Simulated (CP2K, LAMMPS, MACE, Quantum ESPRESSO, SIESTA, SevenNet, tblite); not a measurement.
# Bulk modulus two ways: amorphous Ge (61 atoms), QE, PBE

The cell holds 61 atoms (61 Ge). Recipe: 61 atoms (61 Ge) placed at random at 5.38 g/cm³, melted at 3500 K for 10 ps at fixed volume with the Tersoff potential (Tersoff, Phys. Rev. B 39, 5566 (1989)). Quenched from 3500 K to 100 K at 5 K/ps and fixed volume, held 5 ps, then minimised at fixed cell. Then the atoms were relaxed with MACE MP-0b3 medium in the fixed cell.

Calculated with Quantum ESPRESSO 7.5: PBE; plane waves, SSSP efficiency, 45/360 Ry; k-points Γ. The cell is scaled evenly by ±3 % in volume, and MACE MP-0b3 medium relaxes the atoms at each volume before the single point.

| volume (Å³/atom) | energy less the middle row's (meV/atom) | pressure (GPa) |
| --- | --- | --- |
| 21.741 | 27.040 | 7.065 |
| 22.413 | 0.000 | 4.993 |
| 23.085 | -18.469 | 3.096 |

**Question.** Find the bulk modulus at the middle volume from the pressures and from the energies, and check the printed pressure against the slope of the energy (1 meV/Å³ = 0.16022 GPa).

**Working.**

The step is h = 0.6724 Å³. From pressures: B = −V dP/dV = 22.413 × (7.065 − (3.096)) / (2 × 0.6724) = 66.2 GPa.

From energies: B = V d²E/dV² = 22.413 × (27.040 + (-18.469)) / 0.6724² = 424.9 meV/Å³ = 68.1 GPa.

Slope: P = −dE/dV = −(-18.469 − (27.040)) / (2 × 0.6724) = 33.8 meV/Å³ = 5.42 GPa, against 4.99 GPa printed.

The two moduli agree within 3 %.

A central difference over ±3 % overstates P by about B(1 + B′)(0.03)²/6, some 0.05 GPa for B′ = 4, which is small against the gap found. The atoms follow MACE MP-0b3 medium, so this level's forces do work along the path, which enters the energies but not the printed pressures. A stress printed at a finite cutoff holds the number of plane waves fixed and tends to come out low, which is the sign found here.

Limits: three points, a static cell at zero temperature, the cell shape held; the modulus is that at 5.0 GPa, not at zero pressure.

[Hosts, paths, dates, database ids (printed as entryN), source tags and the programs' standing remarks are cut or masked in the printed files.]
